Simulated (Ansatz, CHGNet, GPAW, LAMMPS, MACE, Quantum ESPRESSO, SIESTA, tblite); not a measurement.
# SIESTA on glassy 61Al2O3-39P2O5 (mol %) (104 atoms): settings against a plane-wave reference

Aim: run glassy 61Al2O3-39P2O5 (mol %) (104 atoms) in SIESTA and see how near its forces come to a plane-wave reference, and at what cost.

Program: SIESTA 5.4.2. Level of theory: the method is named at each step. Results are calculated unless marked as measured.

## 1. Set-up

The cell holds 104 atoms: 22 Al, 14 P and 68 O. Its edges and angles: a = 10.928 Å, b = 10.928 Å, c = 10.928 Å, α = 90.0°, β = 90.0°, γ = 90.0°. 104 atoms (22 Al, 14 P, 68 O) placed at random at 2.66 g/cm³, melted at 4000 K for 10 ps at fixed volume with the Morse and Coulomb pair potential with partial charges (Pedone, Malavasi, Menziani, Cormack and Segre, J. Phys. Chem. B 110, 11780 (2006)). Quenched from 4000 K to 300 K at 50 K/ps and fixed volume, held 10 ps at zero pressure.

The yardstick, on the same geometry:

| Item | Value |
| --- | --- |
| method | Kohn-Sham DFT, PBE, SSSP efficiency 1.3.0 pseudopotentials, plane waves (Quantum ESPRESSO 7.5); sssp-pbe-1.3.0-efficiency, cutoffs 60/480 Ry, Γ point |
| r.m.s. force component | 1.16 eV/Å |
| longest force | 5.092 eV/Å |
| pressure | 5.52 GPa |
| gap (highest filled to lowest empty level) | 3.349 eV |
| time | 4.4 min on 4 MPI ranks of Arm Neoverse V2, shared host |
| CPU time | 18 min |

## 2. PBE, DZP, shift 0.01 Ry, mesh 500 Ry

Method: Kohn-Sham DFT, PBE, PseudoDojo 0.4.1 norm-conserving pseudopotentials (converted to PSML), numerical atomic orbitals (DZP), diagonalisation.

The .psml files are PseudoDojo norm-conserving potentials that we converted to this format, checked against plane waves on the same files for H, C, O, Si, Ge and Ca alone.

input.fdf

```
SystemLabel cell
NumberOfAtoms 104
NumberOfSpecies 3
%block ChemicalSpeciesLabel
  1 13 Al
  2 15 P
  3 8 O
%endblock ChemicalSpeciesLabel
LatticeConstant 1.0 Ang
%block LatticeVectors
  10.92802 0.00000 0.00000
  0.00000 10.92802 0.00000
  0.00000 0.00000 10.92802
%endblock LatticeVectors
PAO.BasisSize DZP
PAO.EnergyShift 0.01 Ry
XC.Functional GGA
XC.Authors PBE
MeshCutoff 500 Ry
%block kgrid_Monkhorst_Pack
  1 0 0 0.0
  0 1 0 0.0
  0 0 1 0.0
%endblock kgrid_Monkhorst_Pack
SolutionMethod diagon
OccupationFunction FD
ElectronicTemperature 580 K
SCF.Mixer.Method Pulay
SCF.Mixer.Weight 0.15
SCF.Mixer.History 8
SCF.Mix Hamiltonian
MaxSCFIterations 300
SCF.DM.Tolerance 1e-04
SCF.H.Tolerance 1.0e-3 eV
WriteForces T
Write.HirshfeldPop T
Write.VoronoiPop T
Write.DM F
Write.H F
XML.Write F
AtomicCoordinatesFormat Fractional
%block AtomicCoordinatesAndAtomicSpecies
  0.18532 0.50291 0.35003 1
  0.85571 0.07066 0.49822 1
  0.47070 0.58053 0.27548 1
  0.36452 0.76912 0.05267 1
  0.83312 0.61063 0.56616 1
  0.15697 0.46730 0.61810 1
  0.99459 0.76715 0.69737 1
  0.27662 0.64047 0.78106 1
  0.42135 0.07772 0.24049 1
  0.80724 0.28159 0.32679 1
  0.84517 0.79690 0.11018 1
  0.40297 0.47498 0.05782 1
  0.52778 0.55409 0.82933 1
  0.23680 0.20688 0.34943 1
  0.06100 0.71872 0.45157 1
  0.50954 0.32471 0.33190 1
  0.80892 0.19133 0.81788 1
  0.78292 0.95754 0.74825 1
  0.99837 0.57503 0.83739 1
  0.37176 0.89084 0.66720 1
  0.08685 0.10983 0.88750 1
  0.34974 0.66076 0.48443 1
  0.77685 0.54289 0.22207 2
  0.09519 0.82969 0.96212 2
  0.61804 0.81054 0.91482 2
  0.68632 0.94693 0.31298 2
  0.44105 0.38018 0.61474 2
  0.89616 0.33710 0.58395 2
  0.02614 0.21863 0.14277 2
  0.13909 0.07178 0.59670 2
  0.10327 0.48788 0.10148 2
  0.75266 0.44097 0.95956 2
  0.36112 0.19611 0.97510 2
  0.58491 0.75653 0.50411 2
  0.51561 0.13957 0.74965 2
  0.25629 0.87078 0.31954 2
  0.00936 0.03265 0.54609 3
  0.74802 0.88821 0.20409 3
  0.88734 0.06295 0.82859 3
  0.62105 0.47297 0.93182 3
  0.32538 0.80809 0.42331 3
  0.32477 0.84402 0.20227 3
  0.90902 0.21663 0.22259 3
  0.19473 0.15766 0.49866 3
  0.02658 0.37543 0.58981 3
  0.86409 0.83749 0.71490 3
  0.56569 0.00612 0.27007 3
  0.73631 0.77889 0.98324 3
  0.14527 0.52723 0.77339 3
  0.40419 0.32577 0.99439 3
  0.27981 0.00734 0.32490 3
  0.48029 0.38994 0.47945 3
  0.32838 0.62410 0.62516 3
  0.59049 0.69845 0.83488 3
  0.51026 0.66734 0.42739 3
  0.64794 0.57776 0.26503 3
[... 44 atom lines left out ...]
  0.09037 0.78739 0.59066 3
  0.87607 0.24498 0.48204 3
  0.49381 0.81416 0.58807 3
  0.84667 0.65445 0.18053 3
%endblock AtomicCoordinatesAndAtomicSpecies
```

Started as:

```bash
$ OMP_NUM_THREADS=1 mpirun -np 4 siesta < input.fdf > output.txt
```

The program printed:

```text
Version         : 5.4.2
reinit: System Name:
reinit: System Label: cell
initatom: Reading input for the pseudopotentials and atomic orbitals ----------
Species number:   1 Atomic number:   13 Label: Al
Species number:   2 Atomic number:   15 Label: P
Species number:   3 Atomic number:    8 Label: O
Ground state valence configuration (from tables):   3s02  3p01  3d00  4f00
Ground state valence configuration (from tables):   3s02  3p03  3d00  4f00
Ground state valence configuration (from tables):   2s02  2p04  3d00  4f00
---- Processing specs for species: Al
GGA--PBE XC_GGA_X_PBE--XC_GGA_C_PBE pb
---- Processing specs for species: P
GGA--PBE XC_GGA_X_PBE--XC_GGA_C_PBE pb
---- Processing specs for species: O
GGA--PBE XC_GGA_X_PBE--XC_GGA_C_PBE pb
Al pseudopotential only contains V_ls up to l=2 -- lmxkb reset.
P pseudopotential only contains V_ls up to l=2 -- lmxkb reset.
O pseudopotential only contains V_ls up to l=2 -- lmxkb reset.
Using PAO.SplitTailNorm
%block ChemicalSpeciesLabel
    1   13 Al                      # Species index, atomic number, species label
    2   15 P                       # Species index, atomic number, species label
    3    8 O                       # Species index, atomic number, species label
%endblock ChemicalSpeciesLabel
%block PAO.Basis                 # Define Basis set
Al                    2                    # Species label, number of l-shells
 n=3   0   2                         # n, l, Nzeta
   6.130      4.449
   1.000      1.000
 n=3   1   2 P   1                   # n, l, Nzeta, Polarization, NzetaPol
   7.969      5.883
   1.000      1.000
P                     2                    # Species label, number of l-shells
 n=3   0   2                         # n, l, Nzeta
   4.859      3.414
   1.000      1.000
 n=3   1   2 P   1                   # n, l, Nzeta, Polarization, NzetaPol
[...]
O                     2                    # Species label, number of l-shells
 n=2   0   2                         # n, l, Nzeta
[...]
1.000      1.000
 n=2   1   2 P   1                   # n, l, Nzeta, Polarization, NzetaPol
   4.300      2.782
   1.000      1.000
%endblock PAO.Basis
coor:   Atomic-coordinates input format  =     Fractional
siesta: System type = bulk
initatomlists: Number of atoms, orbitals, and projectors:    104  1352  1532
siesta: ******************** Simulation parameters ****************************
Total number of electrons:   544.000000
Total ionic charge:   544.000000
 Kpoints in:            1 . Kpoints trimmed:            1
siesta: k-grid: Number of k-points = 1
siesta: k-points from Monkhorst-Pack grid
siesta: k-cutoff (effective) =     5.464 Ang
siesta: k-point supercell and displacements
siesta: k-grid:     1     0     0      0.000
siesta: k-grid:     0     1     0      0.000
siesta: k-grid:     0     0     1      0.000
                     ====================================
                        Single-point calculation
                     ====================================
outcell: Unit cell vectors (Ang):
       10.928020    0.000000    0.000000
        0.000000   10.928020    0.000000
        0.000000    0.000000   10.928020
outcell: Cell vector modules (Ang)   :   10.928020   10.928020   10.928020
outcell: Cell angles (23,13,12) (deg):     90.0000     90.0000     90.0000
outcell: Cell volume (Ang**3)        :   1305.0419
Gamma-point calculation with multiply-connected orbital pairs
Folding of H and S implicitly performed
Gamma-point calculation with multiply-connected orbital pairs
Folding of H and S implicitly performed
new_DM -- step:     1
Initializing Density Matrix...
Attempting to read DM from file... Failed...
DM filled with atomic data:
InitMesh: MESH = 150 x 150 x 150 = 3375000
InitMesh: Mesh cutoff (required, used) =   500.000   520.717 Ry
stepf: Fermi-Dirac step function
        iscf     Eharris(eV)        E_KS(eV)     FreeEng(eV)     dDmax    Ef(eV) dHmax(eV)
   scf:    1   -34350.420513   -34606.914949   -34606.914949  1.863339 -6.102843 14.378081
   scf:    2   -34697.560040   -34655.759250   -34655.759250  0.076861 -6.303948  9.097324
   scf:    3   -34696.494401   -34686.907717   -34686.907717  0.111679 -4.288558  1.283144
   scf:    4   -34686.990196   -34687.172772   -34687.172772  0.024342 -4.223987  0.822197
   scf:    5   -34687.578469   -34687.405536   -34687.405536  0.010567 -4.279732  0.474413
   scf:    6   -34687.533026   -34687.485505   -34687.485505  0.017466 -4.403721  0.097516
[...]
scf:   10   -34687.488371   -34687.488350   -34687.488350  0.000456 -4.411874  0.002056
   scf:   11   -34687.488352   -34687.488351   -34687.488351  0.000112 -4.411669  0.001327
   scf:   12   -34687.488352   -34687.488352   -34687.488352  0.000060 -4.411698  0.000264
SCF Convergence by DM+H criterion
max |DM_out - DM_in|         :     0.0000601907
max |H_out - H_in|      (eV) :     0.0002636495
SCF cycle converged after 12 iterations
Using DM_out to compute the final energy and forces
siesta: E_KS(eV) =           -34687.4884
siesta: E_KS - E_eggbox =    -34687.4884
siesta: Atomic forces (eV/Ang):
     1    0.174700    0.060737   -1.171274
     2    2.810282    0.075721    4.281104
     3    2.233151    0.158518   -1.584624
     4    1.147758   -0.717333    1.257618
     5   -0.315900    0.345803    0.076482
     6    0.010983    1.269366   -0.383603
[...]
102   -0.957459   -2.684560   -3.659942
   103    0.005593    0.789602    0.760619
   104    1.756135    0.751604    0.762215
----------------------------------------
   Tot   -0.000061    0.000923   -0.021437
----------------------------------------
   Max    5.150891
   Res    1.259296    sqrt( Sum f_i^2 / 3N )
----------------------------------------
   Max    5.150891    constrained
Stress tensor Voigt[x,y,z,yz,xz,xy] (kbar):      -50.03     -108.12      -79.99      -25.25        9.22        6.53
(Free)E + p*V (eV/cell)   -34622.8305
Target enthalpy (eV/cell)   -34687.4884
siesta: Program's energy decomposition (eV):
siesta: Ebs     =     -7869.553667
siesta: Eions   =     52824.136984
siesta: Ena     =      9225.089385
siesta: Ekin    =     22753.136098
siesta: Enl     =     -4523.429270
siesta: DEna    =       -26.047445
siesta: DUscf   =        44.187403
siesta: Ex      =     -8684.002070
siesta: Ec      =      -652.285468
siesta: Exc     =     -9336.287538
siesta: Eharris =    -34687.488352
siesta: Etot    =    -34687.488352
siesta: FreeEng =    -34687.488352
siesta: Final energy (eV):
siesta:  Band Struct. =   -7869.553667
siesta:       Kinetic =   22753.136098
siesta:       Hartree =   13240.695263
siesta:         Exch. =   -8684.002070
siesta:         Corr. =    -652.285468
siesta:   Exch.-corr. =   -9336.287538
siesta:  Ion-electron =  -46736.116128
siesta:       Ion-ion =  -14608.916047
siesta:         Total =  -34687.488352
siesta:         Fermi =      -4.411698
siesta: Stress tensor (static) (eV/Ang**3):
siesta:    -0.031224    0.004078    0.005757
siesta:     0.004078   -0.067484   -0.015758
siesta:     0.005757   -0.015758   -0.049926
siesta: Cell volume =       1305.041864 Ang**3
siesta: Pressure (static):
siesta:                Solid            Molecule  Units
siesta:           0.00053961          0.00065392  Ry/Bohr**3
siesta:           0.04954465          0.06004062  eV/Ang**3
siesta:          79.37927677         96.19568285  kBar
    Orbital volume contribution        =          46.056266 eV
    (Free)E + p_basis*V_orbitals       =      -34641.432086 eV
    (Free)Eharris+ p_basis*V_orbitals  =      -34641.432086 eV
Hirshfeld Atomic Populations:
Atom #   charge [q] valence [e]  Species
     1     0.315409    2.684591  Al
     2     0.403211    2.596789  Al
     3     0.369320    2.630680  Al
     4     0.432661    2.567339  Al
     5     0.367233    2.632767  Al
     6     0.435300    2.564700  Al
[...]
23     0.476023    4.523977  P
    24     0.478767    4.521233  P
    25     0.452516    4.547484  P
    26     0.518333    4.481667  P
    27     0.495325    4.504675  P
    28     0.486568    4.513432  P
[...]
37    -0.219972    6.219972  O
    38    -0.192443    6.192443  O
    39    -0.294697    6.294697  O
    40    -0.182991    6.182991  O
    41    -0.224426    6.224426  O
    42    -0.223088    6.223088  O
[...]
--------------------
 Total     0.000009
Voronoi Atomic Populations:
Atom #   charge [q] valence [e]  Species
[...]
20     0.490874    2.509126  Al
    21     0.509652    2.490348  Al
    22     0.393307    2.606693  Al
[...]
34     0.585217    4.414783  P
    35     0.601101    4.398899  P
    36     0.553200    4.446800  P
[...]
102    -0.103852    6.103852  O
   103    -0.196109    6.196109  O
   104    -0.244621    6.244621  O
--------------------
 Total     0.000009
```

Wall time 1.8 min (4 MPI ranks of Arm Neoverse V2, shared host); peak memory 3 GiB; 7.3 min of CPU time.

Banners, paths, timers and routine set-up lines are dropped from the logs unmarked, and long logs keep their key lines alone; longer cuts are marked.

Compared with the plane-wave run:

```
r.m.s. force component                           : 1.259 eV/Å
r.m.s. difference of force components            : 172.1 meV/Å
longest difference of force vectors              : 637.1 meV/Å
force difference over r.m.s. force               : 14.83 %
slope of forces against the reference's          : 1.078
correlation of force components                  : 0.9932
gap (highest filled to lowest empty level) : 3.309 eV
gap difference                                   : -0.0396 eV
pressure                                         : 7.938 GPa
pressure difference                              : 2.418 GPa
```

Length of the force difference by element (eV/Å):

```
element  atoms  mean  most
     Al     22  0.25  0.43
      O     68  0.30  0.64
      P     14  0.19  0.32
```

Levels nearest the highest filled one (eV from it): -1.08, -0.93, -0.80, -0.76, -0.70, -0.55, -0.44, -0.38, -0.34, -0.24, -0.16, 0.00, 3.31, 4.36, 4.50, 4.72, 4.84, 5.03, 5.11, 5.14, 5.35, 5.47, 5.55, 5.63.

A closer look about O89, which bears the longest force: 9 atoms, nearest first, numbered in the order of the input, with positions taken from that point.

```
atom      x      y      z  distance (Å)  bonds  Hirshfeld charge (e)     Fx     Fy  Fz (eV/Å)
 O89   0.00   0.00   0.00          0.00      2                 -0.23  -0.61   1.93       5.15
 P30   0.30  -0.67  -1.28          1.48      4                  0.43   0.99  -1.00      -3.67
Al21  -0.27  -0.26   1.90          1.94      4                  0.43  -0.30  -1.14      -2.08
 O37  -1.12  -1.10  -1.83          2.41      2                 -0.22  -0.17  -0.52      -0.96
 O60   1.47  -1.67  -1.12          2.49      2                 -0.23  -0.12  -0.82       0.29
 O44   0.91   0.26  -2.35          2.53      2                 -0.25  -0.35   0.93      -0.19
 O86   1.26   0.56   2.39          2.76      2                 -0.23   0.35   0.40       0.25
 O39  -2.45  -0.77   1.26          2.86      2                 -0.29   1.50  -1.27       1.35
 O64   0.10  -1.97   2.15          2.92      2                 -0.20   0.91   1.90      -0.93
```

Forces lie 15 % from the reference's, at 0.41 times its CPU time.

## 3. PBE, DZ, shift 0.01 Ry, mesh 500 Ry

Method: Kohn-Sham DFT, PBE, PseudoDojo 0.4.1 norm-conserving pseudopotentials (converted to PSML), numerical atomic orbitals (DZ), diagonalisation.

input.fdf, as its differences from that of step 2:

```diff
@@ -14,3 +14,3 @@
 %endblock LatticeVectors
-PAO.BasisSize DZP
+PAO.BasisSize DZ
 PAO.EnergyShift 0.01 Ry
```

Started as:

```bash
$ OMP_NUM_THREADS=1 mpirun -np 2 siesta < input.fdf > output.txt
```

The program printed:

```text
Version         : 5.4.2
reinit: System Name:
reinit: System Label: cell
initatom: Reading input for the pseudopotentials and atomic orbitals ----------
Species number:   1 Atomic number:   13 Label: Al
Species number:   2 Atomic number:   15 Label: P
Species number:   3 Atomic number:    8 Label: O
Ground state valence configuration (from tables):   3s02  3p01  3d00  4f00
[... lines left out ...]
SCF Convergence by DM+H criterion
[... lines left out ...]
SCF cycle converged after 13 iterations
[... lines left out ...]
   Max    9.570829
[... lines left out ...]
   Max    9.570829    constrained
Stress tensor Voigt[x,y,z,yz,xz,xy] (kbar):     -231.71     -272.47     -249.98      -21.68       14.06        4.31
[... lines left out ...]
siesta: FreeEng =    -34563.902145
[... lines left out ...]
siesta:         Fermi =      -3.934176
[... lines left out ...]
siesta:         251.38811954        275.03353101  kBar
[... lines left out ...]
    (Free)Eharris+ p_basis*V_orbitals  =      -34533.100248 eV
Hirshfeld Atomic Populations:
Atom #   charge [q] valence [e]  Species
     1     0.336975    2.663025  Al
     2     0.430329    2.569671  Al
     3     0.393981    2.606019  Al
[...]
23     0.628468    4.371532  P
    24     0.643009    4.356991  P
    25     0.613378    4.386622  P
[...]
37    -0.270925    6.270925  O
    38    -0.240538    6.240538  O
    39    -0.317909    6.317909  O
[...]
--------------------
 Total    -0.000010
Voronoi Atomic Populations:
Atom #   charge [q] valence [e]  Species
[...]
21     0.581119    2.418881  Al
    22     0.425893    2.574107  Al
[...]
35     0.729483    4.270517  P
    36     0.668317    4.331683  P
[...]
103    -0.239634    6.239634  O
   104    -0.285878    6.285878  O
--------------------
 Total    -0.000010
```

The job ended after 88 s (2 MPI ranks; peak memory 1.6 GiB).

Against the reference:

```yaml
r_m_s_force_component: 2.472 eV/Å
r_m_s_difference_of_force_components: 1828 meV/Å
longest_difference_of_force_vectors: 5424 meV/Å
force_difference_over_r_m_s_force: 157.5 %
slope_of_forces_against_the_reference_s: 1.528
correlation_of_force_components: 0.7175
spacing_of_highest_filled_and_lowest_empty_level: 2.969 eV
gap_difference: -0.3798 eV
pressure: 25.14 GPa
pressure_difference: 19.62 GPa
```

This is a coarse setting, run to see what it loses.

Against the first run (15 %), the force difference from the reference is 158 %, at 0.40 times the CPU time (on 2 against 4 cores), with 832 basis functions against 1352: the smaller basis costs accuracy.

The difference per atom is largest on O (3.3 eV/Å on average, against 1.2 on P).

[end of part 1 of 2]

[Also dropped from logs without a mark: logging warnings of Python, and SIESTA's first energy breakdown and zero terms.]

[Logs are printed without paths, hosts, clocks, repeated set-up lines and the standing remarks that a program may print on its own settings, such as how far it seeks lower states.]

[Hosts, paths, dates, database ids (printed as entryN), source tags and the programs' standing remarks are cut or masked in the printed files.]
